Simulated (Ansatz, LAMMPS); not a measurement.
# Relaxing free surface of ionic liquid Pyr13+ acetate, from a frame at 300 K (136 atoms), part 2 of 3

How does free surface of ionic liquid Pyr13+ acetate, from a frame at 300 K (136 atoms) relax, and what do bonds, charges and levels look like afterwards?

Ansatz 0.2.0; Kohn-Sham DFT, PBE+D4, PAW (set soft_2), plane waves.

The cell: 40 C, 4 N, 84 H and 8 O. The network of contacts between molecules at the start is that of the classical potential that made the cell. The Brillouin zone is sampled at Γ only, in a cell whose shortest periodic width is 11 Å.

So far. Step 3 (Single point at the start): Neighbours are counted within 1.34 Å (H-C), 1.85 Å (C-C), 1.68 Å (C-O), 1.79 Å (C-N).

## 4. Relaxation

The atoms are relaxed in the fixed cell, aiming at the force tolerance of the input.

File input.yaml:

```yaml
crystal:
  lattice:
    - [10.52695, 0.0, 0.0]
    - [0.0, 10.52695, 0.0]
    - [0.0, 0.0, 23.14739]
  atoms:
    [... the 136 atom lines of step 3 ...]
kpoints:
  mp_grid: { grid: [1, 1, 1] }
hamiltonian:
  xc: pbe
  dispersion: d4
scf:
  occupations: { method: fixed }
output:
  forces: true
relax:
  f_tol: 0.05
  max_steps: 200
```

Run with:

```bash
$ ansatz run input.yaml --threads 4 --pin off --max-ram 8192MiB --backend cpu --events-out ev --progress --plain --runs-dir out
```

Numbers of over 12 decimals in the logs are rounded to 6 here.

Log:

```text
[...]
Crystal: 136 atoms, lattice volume = 2565.117 Å³
Basis set: ecut = 420 eV, 50193 PW (Γ), exchange–correlation on 144×144×320 points (8 copies of the dense FFT grid, shifted against one another)
Bands: 292, of which v1, the nominal top of the filled ones, is band 156 counted from 1 (155 counted from 0)
Symmetry: 1 space group operations
[...]
k-points: 1
[...]
SCF iter   1: F=—  HF=-17459.526519 eV  |F-HF|=—  |Δ(HF+E_count)|=         —  Δρ=4.80e-3  dr2=1.14e0  ethr=1.77e-3  ⟨swp⟩=5.0  Hψ=929  notcnv=0  defer=134
[...]
SCF iter   3: F=—  HF=-17459.211681 eV  |F-HF|=—  |Δ(HF+E_count)|=   1.88e-2  Δρ=1.16e-3  dr2=4.46e-2  ethr=5.38e-5  ⟨swp⟩=3.0  Hψ=364  notcnv=0  defer=42
automatic band count: iteration 3 solves 200 bands in place of 292: the levels show a gap, and the empty bands left out lie too high to hold charge; the band table lists the bands solved (type scf.n_extra_bands for more)
SCF iter   4: F=—  HF=-17459.210630 eV  |F-HF|=—  |Δ(HF+E_count)|=   1.05e-3  Δρ=6.59e-4  dr2=1.03e-2  ethr=1.43e-5  ⟨swp⟩=4.0  Hψ=322  notcnv=0  defer=42
[...]
SCF iter   7: F=-17459.209668 eV  HF=-17459.209663 eV  |F-HF|=4.81e-6  |Δ(HF+E_count)|=   5.50e-5  Δρ=2.16e-5  dr2=7.50e-6  ethr=2.00e-8  ⟨swp⟩=4.0  Hψ=613  notcnv=0
SCF 1 converged in 7 iterations: F = -17459.209668 eV  dr2 = 7.50e-6
[...]
relax step   1: F+E_penalty+E_count = -17459.20966814 eV  Δ(F+E_penalty+E_count) = +0.000e0 eV  max|allowed force component| = 2.909e0 eV/Å  Δτ_max = 0.0000 Å  (7 SCF iters, dr2 threshold 6.25e-5 eV, accepted)
[... from here on, the SCF cycles and remarks between the steps are left out ...]
relax step   2: F+E_penalty+E_count = -17462.53682556 eV  Δ(F+E_penalty+E_count) = -3.327e0 eV  max|allowed force component| = 3.474e0 eV/Å  Δτ_max = 0.1949 Å  (7 SCF iters, dr2 threshold 1.00e-4 eV, accepted)
relax step   3: F+E_penalty+E_count = -17463.21876584 eV  Δ(F+E_penalty+E_count) = -6.819e-1 eV  max|allowed force component| = 2.681e0 eV/Å  Δτ_max = 0.2000 Å  (6 SCF iters, dr2 threshold 1.00e-4 eV, accepted)
relax step   4: F+E_penalty+E_count = -17463.99123706 eV  Δ(F+E_penalty+E_count) = -7.725e-1 eV  max|allowed force component| = 1.156e0 eV/Å  Δτ_max = 0.1954 Å  (7 SCF iters, dr2 threshold 1.00e-4 eV, accepted)
relax step   5: F+E_penalty+E_count = -17464.16142446 eV  Δ(F+E_penalty+E_count) = -1.702e-1 eV  max|allowed force component| = 8.223e-1 eV/Å  Δτ_max = 0.2000 Å  (7 SCF iters, dr2 threshold 1.00e-4 eV, accepted)
relax step   6: F+E_penalty+E_count = -17464.29049142 eV  Δ(F+E_penalty+E_count) = -1.291e-1 eV  max|allowed force component| = 4.592e-1 eV/Å  Δτ_max = 0.1998 Å  (7 SCF iters, dr2 threshold 1.00e-4 eV, accepted)
relax step   7: F+E_penalty+E_count = -17464.34418693 eV  Δ(F+E_penalty+E_count) = -5.370e-2 eV  max|allowed force component| = 6.237e-1 eV/Å  Δτ_max = 0.1948 Å  (7 SCF iters, dr2 threshold 6.58e-5 eV, accepted)
relax step   8: F+E_penalty+E_count = -17464.40252551 eV  Δ(F+E_penalty+E_count) = -5.834e-2 eV  max|allowed force component| = 7.126e-1 eV/Å  Δτ_max = 0.1297 Å  (6 SCF iters, dr2 threshold 1.00e-4 eV, accepted)
relax step   9: F+E_penalty+E_count = -17464.46345069 eV  Δ(F+E_penalty+E_count) = -6.093e-2 eV  max|allowed force component| = 6.861e-1 eV/Å  Δτ_max = 0.1344 Å  (6 SCF iters, dr2 threshold 1.00e-4 eV, accepted)
relax step  10: F+E_penalty+E_count = -17464.52086810 eV  Δ(F+E_penalty+E_count) = -5.742e-2 eV  max|allowed force component| = 8.131e-1 eV/Å  Δτ_max = 0.1951 Å  (6 SCF iters, dr2 threshold 1.00e-4 eV, accepted)
relax step  11: F+E_penalty+E_count = -17464.55501899 eV  Δ(F+E_penalty+E_count) = -3.415e-2 eV  max|allowed force component| = 9.142e-1 eV/Å  Δτ_max = 0.1949 Å  (6 SCF iters, dr2 threshold 1.00e-4 eV, accepted)
relax step  12: F+E_penalty+E_count = -17464.60851934 eV  Δ(F+E_penalty+E_count) = -5.350e-2 eV  max|allowed force component| = 8.765e-1 eV/Å  Δτ_max = 0.1906 Å  (6 SCF iters, dr2 threshold 1.00e-4 eV, accepted)
relax step  13: F+E_penalty+E_count = -17464.66696779 eV  Δ(F+E_penalty+E_count) = -5.845e-2 eV  max|allowed force component| = 6.501e-1 eV/Å  Δτ_max = 0.1589 Å  (6 SCF iters, dr2 threshold 1.00e-4 eV, accepted)
relax step  14: F+E_penalty+E_count = -17464.72728669 eV  Δ(F+E_penalty+E_count) = -6.032e-2 eV  max|allowed force component| = 3.337e-1 eV/Å  Δτ_max = 0.1902 Å  (6 SCF iters, dr2 threshold 1.00e-4 eV, accepted)
relax step  15: F+E_penalty+E_count = -17464.76679768 eV  Δ(F+E_penalty+E_count) = -3.951e-2 eV  max|allowed force component| = 7.044e-1 eV/Å  Δτ_max = 0.1951 Å  (7 SCF iters, dr2 threshold 2.93e-5 eV, accepted)
relax step  16: F+E_penalty+E_count = -17464.80021839 eV  Δ(F+E_penalty+E_count) = -3.342e-2 eV  max|allowed force component| = 8.248e-1 eV/Å  Δτ_max = 0.1945 Å  (7 SCF iters, dr2 threshold 1.00e-4 eV, accepted)
relax step  17: F+E_penalty+E_count = -17464.82385216 eV  Δ(F+E_penalty+E_count) = -2.363e-2 eV  max|allowed force component| = 3.596e-1 eV/Å  Δτ_max = 0.0708 Å  (6 SCF iters, dr2 threshold 1.00e-4 eV, accepted)
[...]
relax step  50: F+E_penalty+E_count = -17465.34087295 eV  Δ(F+E_penalty+E_count) = -7.248e-3 eV  max|allowed force component| = 6.091e-2 eV/Å  Δτ_max = 0.0725 Å  (8 SCF iters, accepted)
relax step  51: F+E_penalty+E_count = -17465.34967397 eV  Δ(F+E_penalty+E_count) = -8.801e-3 eV  max|allowed force component| = 9.543e-2 eV/Å  Δτ_max = 0.1096 Å  (9 SCF iters, accepted)
relax step  52: F+E_penalty+E_count = -17465.35621092 eV  Δ(F+E_penalty+E_count) = -6.537e-3 eV  max|allowed force component| = 1.704e-1 eV/Å  Δτ_max = 0.1638 Å  (8 SCF iters, dr2 threshold 5.42e-6 eV, accepted)
relax step  53: F+E_penalty+E_count = -17465.35886446 eV  Δ(F+E_penalty+E_count) = -2.654e-3 eV  max|allowed force component| = 1.520e-1 eV/Å  Δτ_max = 0.0220 Å  (5 SCF iters, dr2 threshold 2.90e-5 eV, accepted)
relax step  54: F+E_penalty+E_count = -17465.37132048 eV  Δ(F+E_penalty+E_count) = -1.246e-2 eV  max|allowed force component| = 8.407e-2 eV/Å  Δτ_max = 0.1915 Å  (7 SCF iters, dr2 threshold 1.84e-5 eV, accepted)
relax step  55: F+E_penalty+E_count = -17465.37998470 eV  Δ(F+E_penalty+E_count) = -8.664e-3 eV  max|allowed force component| = 1.196e-1 eV/Å  Δτ_max = 0.1950 Å  (9 SCF iters, accepted)
relax step  56: F+E_penalty+E_count = -17465.35802691 eV  Δ(F+E_penalty+E_count) = +2.196e-2 eV  max|allowed force component| = 6.756e-1 eV/Å  Δτ_max = 0.1963 Å  (7 SCF iters, dr2 threshold 4.37e-6 eV, rejected (line search))
relax step  57: F+E_penalty+E_count = -17465.38773921 eV  Δ(F+E_penalty+E_count) = -7.755e-3 eV  max|allowed force component| = 6.636e-2 eV/Å  Δτ_max = 0.0960 Å  (9 SCF iters, accepted)
relax step  58: F+E_penalty+E_count = -17465.39354021 eV  Δ(F+E_penalty+E_count) = -5.801e-3 eV  max|allowed force component| = 5.531e-2 eV/Å  Δτ_max = 0.0973 Å  (9 SCF iters, accepted)
relax step  59: F+E_penalty+E_count = -17465.39828608 eV  Δ(F+E_penalty+E_count) = -4.746e-3 eV  max|allowed force component| = 1.707e-1 eV/Å  Δτ_max = 0.1469 Å  (10 SCF iters, accepted)
relax step  60: F+E_penalty+E_count = -17465.39701535 eV  Δ(F+E_penalty+E_count) = +1.271e-3 eV  max|allowed force component| = 2.987e-1 eV/Å  Δτ_max = 0.1938 Å  (7 SCF iters, dr2 threshold 2.02e-5 eV, rejected (line search))
relax step  61: F+E_penalty+E_count = -17465.40572681 eV  Δ(F+E_penalty+E_count) = -7.441e-3 eV  max|allowed force component| = 8.922e-2 eV/Å  Δτ_max = 0.0924 Å  (9 SCF iters, accepted)
relax step  62: F+E_penalty+E_count = -17465.41019140 eV  Δ(F+E_penalty+E_count) = -4.465e-3 eV  max|allowed force component| = 8.730e-2 eV/Å  Δτ_max = 0.0963 Å  (9 SCF iters, accepted)
relax step  63: F+E_penalty+E_count = -17465.41430037 eV  Δ(F+E_penalty+E_count) = -4.109e-3 eV  max|allowed force component| = 8.714e-2 eV/Å  Δτ_max = 0.1467 Å  (10 SCF iters, accepted)
relax step  64: F+E_penalty+E_count = -17465.41643297 eV  Δ(F+E_penalty+E_count) = -2.133e-3 eV  max|allowed force component| = 6.345e-2 eV/Å  Δτ_max = 0.0612 Å  (7 SCF iters, dr2 threshold 7.27e-6 eV, accepted)
relax step  65: F+E_penalty+E_count = -17465.41841307 eV  Δ(F+E_penalty+E_count) = -1.980e-3 eV  max|allowed force component| = 5.517e-2 eV/Å  Δτ_max = 0.0305 Å  (8 SCF iters, accepted)
relax step  66: F+E_penalty+E_count = -17465.42249273 eV  Δ(F+E_penalty+E_count) = -4.080e-3 eV  max|allowed force component| = 8.744e-2 eV/Å  Δτ_max = 0.1568 Å  (9 SCF iters, accepted)
relax step  67: F+E_penalty+E_count = -17465.41864473 eV  Δ(F+E_penalty+E_count) = +3.848e-3 eV  max|allowed force component| = 2.874e-1 eV/Å  Δτ_max = 0.1015 Å  (7 SCF iters, dr2 threshold 5.78e-6 eV, rejected (line search))
relax step  68: F+E_penalty+E_count = -17465.42454903 eV  Δ(F+E_penalty+E_count) = -2.056e-3 eV  max|allowed force component| = 7.276e-2 eV/Å  Δτ_max = 0.0497 Å  (8 SCF iters, accepted)
relax step  69: F+E_penalty+E_count = -17465.42463673 eV  Δ(F+E_penalty+E_count) = -8.770e-5 eV  max|allowed force component| = 1.957e-1 eV/Å  Δτ_max = 0.0975 Å  (7 SCF iters, dr2 threshold 3.67e-6 eV, accepted)
relax step  70: F+E_penalty+E_count = -17465.42576129 eV  Δ(F+E_penalty+E_count) = -1.125e-3 eV  max|allowed force component| = 1.447e-1 eV/Å  Δτ_max = 0.0201 Å  (5 SCF iters, dr2 threshold 2.65e-5 eV, accepted)
relax step  71: F+E_penalty+E_count = -17465.42739168 eV  Δ(F+E_penalty+E_count) = -1.630e-3 eV  max|allowed force component| = 3.623e-2 eV/Å  Δτ_max = 0.0194 Å  (5 SCF iters, dr2 threshold 1.15e-5 eV, accepted)
relax step  72: F+E_penalty+E_count = -17465.42739340 eV  Δ(F+E_penalty+E_count) = -1.721e-6 eV  max|allowed force component| = 3.623e-2 eV/Å  Δτ_max = 0.0000 Å  (4 SCF iters, accepted)
SCF converged after 4 iterations
Free energy (F): -17465.427393 eV
[...]
Internal energy: -17465.427393 eV  (E = F + TS)
E sigma→0 (E₀):  -17465.427393 eV
Fermi energy:    -1.912209 eV
[...]
--- Forces (eV/Å), atoms counted from 1 ---
  atom   1  C     -0.00240746     0.00357635    -0.00362556
  atom   2  C     -0.00211525    -0.00231088     0.00349384
  atom   3  C      0.00133531     0.00247386     0.00621324
  atom   4  N      0.00184391     0.00383743    -0.00190440
  atom   5  C     -0.00007106     0.00028004    -0.00080847
  atom   6  C     -0.00544456     0.00430279    -0.00216081
  atom   7  C      0.00262302     0.00256254     0.00079666
  atom   8  C     -0.00665768    -0.00836930    -0.00935567
  atom   9  C      0.00725427    -0.00306647     0.00367569
  atom  10  H      0.00169256     0.00004134     0.00020871
  atom  11  H     -0.00007839    -0.00142864    -0.00215656
  atom  12  H     -0.00093209    -0.00115569     0.00069125
  atom  13  H     -0.00057074     0.00069819    -0.00107306
  atom  14  H      0.00156127     0.00192615     0.00186744
[...]
atom 135  H     -0.00488930     0.00418023    -0.00249423
  atom 136  H      0.00055993    -0.00113672     0.00049354
  max |Σ_I F_I| component: 2.51e-4 eV/Å
--- Relaxed structure (72 steps of the walk, 64 accepted, 0 SCFs on fresh bases) ---
  F+E_penalty+E_count = -17465.42739340 eV   max|allowed force component| = 3.623e-2 eV/Å
  atoms:
    - { symbol: C, position: [0.750028, 0.906884, 0.706476] }
    - { symbol: C, position: [0.742698, 0.863061, 0.643551] }
    - { symbol: C, position: [0.852302, 0.920111, 0.609496] }
    - { symbol: N, position: [0.862386, 0.877154, 0.547163] }
[...]
- { symbol: H, position: [0.150751, 0.223023, 0.286271] }
```

Run time: 14 min. Hardware: 4 threads of Arm Neoverse V1, shared host; peak memory 2.3 GiB; 53 min of CPU time.

Relaxation path (22 of 72):

```tsv
step	energy less that of the first step (eV)	largest force component (eV/Å)
1	0.0000	2.9090
4	-4.7816	1.1557
8	-5.1929	0.7126
11	-5.3454	0.9142
15	-5.5571	0.7044
18	-5.6411	0.3660
21	-5.6980	0.1777
25	-5.7902	0.3175
28	-5.8714	0.3813
31	-5.9051	1.0715
35	-5.9897	0.7121
38	-6.0210	0.1189
42	-6.0825	0.2267
45	-6.0805	0.5850
48	-6.1091	0.4946
52	-6.1465	0.1704
55	-6.1703	0.1196
58	-6.1839	0.0553
62	-6.2005	0.0873
65	-6.2087	0.0552
69	-6.2150	0.1957
72	-6.2177	0.0362
```

Relaxation steps 31, 37, 43, 45, 48, 56, 60, 67 were tried and not accepted.

The atoms that moved most (Å):

```tsv
atom	dx	dy	dz	length
H22	0.861	-2.032	-2.412	3.269
H127	2.055	1.303	-2.044	3.178
H25	2.312	-1.228	-1.217	2.887
H66	-0.385	-2.322	-1.556	2.821
H24	2.189	-0.953	-1.018	2.595
H11	-2.279	0.898	-0.683	2.543
H64	0.636	-2.356	-0.483	2.487
O126	1.823	1.012	1.273	2.443
```

The relaxation changed the energy by -45.7 meV/atom, and atoms moved by 1.5 Å r.m.s., 3.3 Å at most.

## 5. Local order after relaxation

Bonds before and after, by the cutoffs listed below:

```tsv
pair	bonds before	bonds after	mean before (Å)	mean after (Å)	spread before (Å)	spread after (Å)
H-C	84	84	1.101	1.098	0.028	0.002
C-C	24	24	1.515	1.527	0.029	0.009
C-O	8	8	1.253	1.268	0.011	0.003
C-N	16	16	1.505	1.521	0.036	0.017
```

Normalised to the volume that the atoms fill. Pair distribution functions g(r), in bins of 0.2 Å:

```tsv
r (Å)	total	H-H	H-C	H-O	H-N	C-C	C-O
1.00	4.42	0.00	12.20	0.00	0.00	0.00	0.00
1.20	0.89	0.00	1.50	0.00	0.00	0.00	9.85
1.40	0.10	0.00	0.00	0.00	0.00	0.00	0.00
1.60	1.10	0.00	0.00	0.00	0.00	8.25	0.00
1.80	1.30	3.42	0.00	0.00	0.00	0.00	0.00
2.00	0.14	0.08	0.00	0.00	3.10	0.00	0.00
2.20	2.30	0.73	3.85	1.76	12.10	0.00	0.00
2.40	1.46	1.80	0.41	1.48	0.00	3.75	2.78
2.60	1.31	1.67	1.07	2.12	0.00	1.00	0.00
2.80	1.30	1.19	1.57	2.31	3.08	0.00	0.00
3.00	0.96	1.27	0.79	1.80	0.64	0.44	0.00
3.20	0.95	0.78	1.16	1.48	0.00	0.41	2.49
3.40	1.23	0.75	1.80	1.09	1.34	0.68	2.75
3.60	0.95	1.14	0.82	0.73	0.58	0.73	2.33
3.80	1.01	1.16	0.65	1.52	0.00	1.43	1.80
4.00	0.93	0.86	0.96	1.36	0.23	1.00	1.25
4.20	1.04	1.07	0.97	1.18	1.41	1.04	1.13
4.40	1.09	1.15	1.00	1.08	1.09	1.32	0.81
4.60	1.02	1.03	0.95	1.27	1.07	1.07	0.86
4.80	1.01	1.02	1.04	1.12	1.25	0.86	0.79
5.00	1.10	0.94	1.15	1.03	1.07	1.34	1.59
5.20	1.06	0.99	1.07	1.24	1.05	1.06	1.55
5.40	1.10	1.08	1.07	1.30	1.23	1.05	1.09
5.60	0.97	0.81	0.99	1.39	0.79	1.02	1.58
5.80	0.99	0.97	0.91	1.04	1.24	1.15	0.66
6.00	1.01	0.98	1.03	1.13	0.90	0.94	1.21
6.20	1.02	0.95	1.04	1.01	1.14	1.00	1.09
6.40	0.96	0.98	0.98	0.67	1.20	1.00	0.77
```

Bonds by pair of elements; cutoffs follow the first minimum of g(r), held within bounds set by covalent radii, and pairs that aren't listed don't count as bonded:

```tsv
pair A-B	cutoff (Å)	bonds	mean length (Å)	spread (Å)	shortest (Å)	B about A	A about B
H-C	1.34	84	1.10	0.002	1.09	1	2.1
C-C	1.85	24	1.53	0.009	1.51	1.2	1.2
C-O	1.68	8	1.27	0.003	1.26	0.2	1
C-N	1.79	16	1.52	0.017	1.50	0.4	4
```

How many atoms have how many bonded neighbours:

```tsv
element	mean	1	3	4
C	3.9	0	4	36
H	1	84	0	0
N	4	0	0	4
O	1	8	0	0
```

Bond angles, per cent of each kind in bins of 5°:

```tsv
angle (°)	C-C-H	H-C-H	H-C-N	C-N-C	C-C-C
100–105	0.0	0.0	0.0	4.2	58.3
105–110	24.0	80.0	97.2	45.8	25.0
110–115	71.9	20.0	2.8	50.0	16.7
115–120	4.2	0.0	0.0	0.0	0.0
```

Bond angles (no mean is given where the spread exceeds 20°):

```tsv
angle	count	mean (°)	spread (°)
C-C-H	96	111	1.6
H-C-H	60	109	1.5
H-C-N	36	108	1.4
C-N-C	24	110	2.2
C-C-C	12	105	3.2
```

Bond length by coordination (bonds to H left out):

```tsv
element	coordination	atoms	mean bond length (Å)
C	3	4	1.36
C	4	36	1.52
```

With the cutoffs above, 90 % of C atoms have 4, all H atoms have 1, all N atoms have 4 and all O atoms have 1 bonded neighbour. The C-C-H angle averages 111° with a spread of 1.6°.

[end of part 2 of 3]

[Logs are printed without paths, hosts, clocks, repeated set-up lines and the standing remarks that a program may print on its own settings, such as how far it seeks lower states.]

[Hosts, paths, dates, database ids (printed as entryN), source tags and the programs' standing remarks are cut or masked in the printed files.]
